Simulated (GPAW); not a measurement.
# Core-hole calculation of the C K edge in rock-salt (TiC)₁₋ₓ(ZrC)ₓ at x = 0

Aim: the C K edge in rock-salt (TiC)₁₋ₓ(ZrC)ₓ at x = 0, one member of a composition series.

Main program and level: GPAW 26.7.0; X-ray absorption from dipole matrix elements to empty bands, plane-wave PAW LDA.

**1. Set-up**

Symmetry: Fm-3m, No. 225, cubic system. Conventional cell: a = 4.328 Å, b = 4.328 Å, c = 4.328 Å, α = 90.00°, β = 90.00°, γ = 90.00°. Nearest to Ti lie 6 C at 2.16 Å. Nearest to C lie 6 Ti at 2.16 Å. 16-atom rock-salt cell, 0 of 8 Ti sites taken by Zr at random, lattice constants typed for the ends and interpolated (Vegard). Farther neighbours are not listed.

Coordinates:

```xyz
16
Lattice="0.0000 4.3280 4.3280 4.3280 0.0000 4.3280 4.3280 4.3280 0.0000" Properties=species:S:1:pos:R:3 pbc="T T T"
Ti    0.0000    0.0000    0.0000
C     2.1640    4.3280    4.3280
Ti    2.1640    2.1640    0.0000
C     4.3280    6.4920    4.3280
Ti    2.1640    0.0000    2.1640
C     4.3280    4.3280    6.4920
Ti    4.3280    6.4920    6.4920
C     6.4920    6.4920    6.4920
Ti    0.0000    2.1640    2.1640
C     2.1640    2.1640    2.1640
Ti    6.4920    4.3280    6.4920
C     4.3280    4.3280    2.1640
Ti    2.1640    2.1640    4.3280
C     4.3280    2.1640    4.3280
Ti    4.3280    4.3280    4.3280
C     6.4920    4.3280    4.3280
```

**2. Ground state of the crystal**

A plain self-consistent run shows whether there is a gap, which decides the set-up of the core-hole run.

scf.py

```python
import numpy as np
from ase import Atoms
from ase.parallel import parprint, paropen
from gpaw import GPAW, PW, FermiDirac, Mixer, MixerDif, setup_paths
from gpaw.test import gen
setup_paths.insert(0, '.')
gen('C', name='nch1s', xcname='LDA', corehole=(1, 0, 0), write_xml=True)
from gpaw.mpi import world
world.barrier()

atoms = Atoms('TiCTiCTiCTiCTiCTiCTiCTiC',
    cell=[[0, 4.328, 4.328],
     [4.328, 0, 4.328],
     [4.328, 4.328, 0]],
    scaled_positions=[[0, 0, 0],
     [0.75, 0.25, 0.25],
     [0, 0, 0.5],
     [0.75, 0.25, 0.75],
     [0, 0.5, 0],
     [0.75, 0.75, 0.25],
     [1, 0.5, 0.5],
     [0.75, 0.75, 0.75],
     [0.5, 0, 0],
     [0.25, 0.25, 0.25],
     [0.5, 1, 0.5],
     [0.25, 0.25, 0.75],
     [0.5, 0.5, 0],
     [0.25, 0.75, 0.25],
     [0.5, 0.5, 0.5],
     [0.25, 0.75, 0.75]],
    pbc=True)
atoms.calc = calc = GPAW(legacy_gpaw=True, mode=PW(500, force_complex_dtype=True), xc='LDA', setups={1: 'nch1s'},
    kpts={'size': (5, 5, 5), 'gamma': True}, occupations=FermiDirac(0.05),
    charge=0, mixer=Mixer(0.1, 5, 50), maxiter=150,
    convergence={'density': 0.0001, 'eigenstates': 1e-6}, txt='scf.txt')
energy = atoms.get_potential_energy() + calc.get_reference_energy()
ef = calc.get_fermi_level()
out = dict(energy=energy, fermi=ef, forces=atoms.get_forces().tolist())
parprint(f'all-electron energy {energy:.4f} eV, Fermi level {ef:.4f} eV')
ev = np.array([[calc.get_eigenvalues(k, s) for k in range(len(calc.get_ibz_k_points()))] for s in range(calc.get_number_of_spins())])
out['homo'], out['lumo'], out['counts'] = ev[ev < ef].max(), ev[ev > ef].min(), sorted(set((ev < ef).sum((0, 2)).tolist()))
out['filled'] = (ev[:, 0] < ef).sum(1).tolist()
import json
with paropen('out.json', 'w') as f:
    json.dump(out, f)
```

The run is started by

```bash
OMP_NUM_THREADS=1 mpirun -n 4 gpaw python scf.py
```

Numbers of over 12 decimals in the logs are rounded to 6 here.

The log of the run:

```text
Input parameters:
  convergence: {density: 0.0001,
                eigenstates: 1e-06}
  kpts: {gamma: True,
         size: (5, 5, 5)}
  maxiter: 150
  mixer: {backend: pulay,
          beta: 0.1,
          method: separate,
          nmaxold: 5,
          weight: 50}
  mode: {ecut: 500.0,
         force_complex_dtype: True,
         name: pw}
  occupations: {fixmagmom: False,
                name: fermi-dirac,
                width: 0.05}
  setups: {1: nch1s}

Initialize ...

[... PAW data sets ...]

Reference energy: -193542.012786  # eV

Spin-paired calculation

[... convergence settings ...]
Symmetries present (total): 8
  [... symmetry matrices ...]

125 k-points: 5 x 5 x 5 Monkhorst-Pack grid
18 k-points in the irreducible part of the Brillouin zone
       k-points in crystal coordinates                weights
   0:     0.00000000    0.00000000    0.00000000          1/125
   1:     0.00000000    0.20000000    0.20000000          2/125
   2:     0.00000000    0.40000000    0.40000000          2/125
   3:     0.20000000   -0.40000000   -0.40000000          4/125
   4:     0.20000000    0.20000000    0.00000000          4/125
   5:     0.20000000    0.20000000    0.20000000          8/125
   6:     0.20000000    0.40000000   -0.40000000          8/125
   7:     0.20000000    0.40000000    0.20000000          8/125
   8:     0.20000000    0.40000000    0.40000000          8/125
   9:     0.40000000   -0.20000000   -0.40000000          8/125
          ...
  17:     0.40000000    0.40000000    0.40000000          8/125

Wave functions: Plane wave expansion
  Cutoff energy: 500.000 eV
  Number of coefficients (min, max): 4083, 4125
  Pulay-stress correction: 0.000000 eV/Ang^3 (de/decut=0.000000)
  Using FFTW library
  Wavefunction extrapolation:
    Improved wavefunction reuse through dual PAW basis

Occupation numbers: Fermi-Dirac:
  width: 0.0500  # eV

Eigensolver
   Davidson(niter=2)

Densities:
  Coarse grid: 32*32*32 grid
  Fine grid: 64*64*64 grid
  Total Charge: 0.000000

Density mixing:
  Method: separate
  Backend: pulay
  Linear mixing parameter: 0.1
  old densities: 5
  Width of damping distribution: 1.1
  Damping of long wavelength oscillations: 50

[... Hamiltonian set-up ...]
Number of atoms: 16
Number of atomic orbitals: 136
Number of bands in calculation: 81
Number of valence electrons: 128
Bands to converge: occupied

... initialized

Initializing position-dependent things.

Density initialized from atomic densities
Creating initial wave functions:
  81 bands from LCAO basis set

                      Ti   C
                    C     Ti
                      C

               C    Ti    C
              Ti   C
                    C
        Ti    C

            Ti
              Ti
       Ti

Atomic positions and initial magnetic moments

Positions:
   0 Ti     0.000000    0.000000    0.000000    ( 0.0000,  0.0000,  0.0000)
   1 C      2.164000    4.328000    4.328000    ( 0.0000,  0.0000,  0.0000)
   2 Ti     2.164000    2.164000    0.000000    ( 0.0000,  0.0000,  0.0000)
   3 C      4.328000    6.492000    4.328000    ( 0.0000,  0.0000,  0.0000)
   4 Ti     2.164000    0.000000    2.164000    ( 0.0000,  0.0000,  0.0000)
   5 C      4.328000    4.328000    6.492000    ( 0.0000,  0.0000,  0.0000)
   6 Ti     4.328000    6.492000    6.492000    ( 0.0000,  0.0000,  0.0000)
[...]
13 C      4.328000    2.164000    4.328000    ( 0.0000,  0.0000,  0.0000)
  14 Ti     4.328000    4.328000    4.328000    ( 0.0000,  0.0000,  0.0000)
  15 C      6.492000    4.328000    4.328000    ( 0.0000,  0.0000,  0.0000)

Unit cell:
           periodic     x           y           z      points  spacing
  1. axis:    yes    0.000000    4.328000    4.328000    32     0.1562
  2. axis:    yes    4.328000    0.000000    4.328000    32     0.1562
  3. axis:    yes    4.328000    4.328000    0.000000    32     0.1562

  Lengths:   6.120716   6.120716   6.120716
  Angles:   60.000000  60.000000  60.000000

Effective grid spacing dv^(1/3) = 0.1704

iter:   1  -173.074264
iter:   2  -160.696937   -0.27  -0.90
iter:   3  -153.973089   +0.53  -1.04
iter:   4  -154.976504   -0.21  -1.63
iter:   5  -156.226296   -0.35  -1.61
iter:   6  -155.105270   -1.39  -1.56
iter:   7  -155.236844   -2.27  -2.19
iter:   8  -155.197310   -2.88  -2.04
iter:   9  -155.076987   -1.83  -2.10
iter:  10  -155.085918   -1.85  -2.53
iter:  11  -155.088689c  -2.94  -3.21
iter:  12  -155.089676c  -3.67  -3.28
iter:  13  -155.089825c  -3.58  -3.33
iter:  14  -155.090155c  -3.94  -3.99
iter:  15  -155.090000c  -4.76  -3.65
iter:  16  -155.089869c  -4.86  -3.77
iter:  17  -155.090023c  -4.86  -3.91
iter:  18  -155.089903c  -5.62  -3.77
iter:  19  -155.089900c  -6.06c -4.15c

Converged after 19 iterations.

Dipole moment: (0.000000, -0.000000, -0.000000) |e|*Ang

Energy contributions relative to reference atoms: (reference = -193542.012786)

Kinetic:       +119.045576
Potential:     -128.778638
External:        +0.000000
XC:            -145.459910
Entropy (-ST):   -0.021252
Local:           +0.113697
SIC:             +0.000000
--------------------------
Free energy:   -155.100527
Extrapolated:  -155.089900

Showing only first 2 kpts
 Kpt  Band  Eigenvalues  Occupancy
  0    62      9.90825    1.47262
  0    63      9.90825    1.47262
  0    64     10.56257    0.00001
  0    65     10.56257    0.00001

  1    62      9.74773    1.97152
  1    63     10.03948    0.33663
  1    64     10.03948    0.33660
  1    65     10.28650    0.00289

Fermi level: 9.95960

No gap
No difference between direct/indirect transitions

Forces in eV/Ang:
  0 Ti   -0.00000    0.00000    0.00000
  1 C     0.00000    0.00000   -0.00000
  2 Ti    0.00000    0.00000   -0.00000
  3 C     0.00000   -0.00000    0.00000
  4 Ti    0.00000    0.00000    0.00000
  5 C     0.00000   -0.00000   -0.00000
  6 Ti   -0.00000   -0.00000    0.00000
[...]
13 C     0.00000    0.00000   -0.00000
 14 Ti   -0.00000   -0.00000   -0.00000
 15 C     0.00000    0.00000   -0.00000
Scalar-relativistic atomic LDA calculation for C (Carbon, Z=6)
Core hole in 1s state (1s occupation: 2.0)
300 radial gridpoints.
|------------------------------------------------|
|------------------------------------------------|
[... the atom generator's iteration count ...]

Energy contributions:
-------------------------
Kinetic:      +37.233774
XC:            -4.729621
Potential:    -69.944456
-------------------------
Total:        -37.440303

state      eigenvalue         ekin         rmax
-----------------------------------------------
1s^2.0 :    -9.951671    15.733548        0.175
2s^2.0 :    -0.501207     1.649369        1.216
2p^2.0 :    -0.198967     1.233970        1.191
-----------------------------------------------
(units: Bohr and Hartree)

Generating PAW setup
Kinetic energy of the core from tauc = 31.481335
Cutoffs:
rc(s)=1.200
rc(p)=1.200
rc(d)=1.200
rc(vbar)=1.080
rc(comp)=1.200
rc(nct)=1.200

Kinetic energy of the core states: 31.467096
Charge: 0.0
Core electrons: 2.0
Valence electrons: 4.0
Pseudo-core charge: 0.032813
Shape function alpha=6.944
Pseudo-electron charge 4.032078
state    eigenvalue         norm
--------------------------------
2s(2) :    -0.501207     1.045313
*s    :     0.498793
2p(2) :    -0.198967     0.954320
*p    :     0.801033
*d    :     0.000000
--------------------------------

Diagonalizing with gridspacing h=0.050

state   all-electron     PAW
-------------------------------
2s:      -0.501207    -0.501829
2p:      -0.198967    -0.199729
*d:                    0.045938
*f:                    0.074849
-------------------------------
all-electron energy -193697.1027 eV, Fermi level 9.9596 eV
```

Elapsed: 49 s, on 4 MPI ranks of AMD EPYC 7B13 (Zen 3), shared host; peak memory 0.34 GiB.

The mesh shows no gap, so the system is treated as a metal and the core electron is put at the Fermi level (neutral cell).

**3. Cell without a hole, the energy reference**

The photon energy needs a difference of total energies, so the cell and mesh of the coming hole run are first run without a hole.

scf.py: that of step 2 with these lines changed.

```diff
@@ -20,3 +20,3 @@
      [0.75, 0.75, 0.25],
-     [1, 0.5, 0.5],
+     [0, 0.5, 0.5],
      [0.75, 0.75, 0.75],
@@ -24,3 +24,3 @@
      [0.25, 0.25, 0.25],
-     [0.5, 1, 0.5],
+     [0.5, 0, 0.5],
      [0.25, 0.25, 0.75],
@@ -32,3 +32,3 @@
 atoms.calc = calc = GPAW(legacy_gpaw=True, mode=PW(500, force_complex_dtype=True), xc='LDA', setups={1: 'nch1s'},
-    kpts={'size': (5, 5, 5), 'gamma': True}, occupations=FermiDirac(0.05),
+    kpts={'size': (4, 4, 4), 'gamma': True}, occupations=FermiDirac(0.1),
     charge=0, mixer=Mixer(0.1, 5, 50), maxiter=150,
```

The log of the run:

```text
Input parameters:
  convergence: {density: 0.0001,
                eigenstates: 1e-06}
  kpts: {gamma: True,
         size: (4, 4, 4)}
  maxiter: 150
  mixer: {backend: pulay,
          beta: 0.1,
          method: separate,
          nmaxold: 5,
          weight: 50}
  mode: {ecut: 500.0,
         force_complex_dtype: True,
         name: pw}
  occupations: {fixmagmom: False,
                name: fermi-dirac,
[...]
2s(2) :    -0.501207     1.045313
*s    :     0.498793
2p(2) :    -0.198967     0.954320
*p    :     0.801033
*d    :     0.000000
--------------------------------

Diagonalizing with gridspacing h=0.050

state   all-electron     PAW
-------------------------------
2s:      -0.501207    -0.501829
2p:      -0.198967    -0.199729
*d:                    0.045938
*f:                    0.074849
-------------------------------
all-electron energy -193697.0917 eV, Fermi level 9.8804 eV
[key lines of the parts left out:]
Converged after 24 iterations.
Dipole moment: (0.000000, 0.000000, 0.000000) |e|*Ang
Free energy:   -155.121470
Fermi level: 9.88040
```

It took 48 s on 4 MPI ranks; peak memory 0.33 GiB.

Reference energy: -193697.092 eV with the cores included.

[end of part 1 of 3]

[Banner, clock and machine lines of the logs are left out without a mark of their own.]

[Logs are printed without paths, hosts, clocks, repeated set-up lines and the standing remarks that a program may print on its own settings, such as how far it seeks lower states.]

[Hosts, paths, dates, database ids (printed as entryN), source tags and the programs' standing remarks are cut or masked in the printed files.]

[Lists of maxima count a maximum above −3 eV only where it reaches 4 % of the highest in the window and stands out from its surroundings by 2 % of it (1.5 % where it reaches 55 %); shoulders and weaker maxima are passed over, and of the rest the first, up to two pre-edge ones and the few strongest are named.]
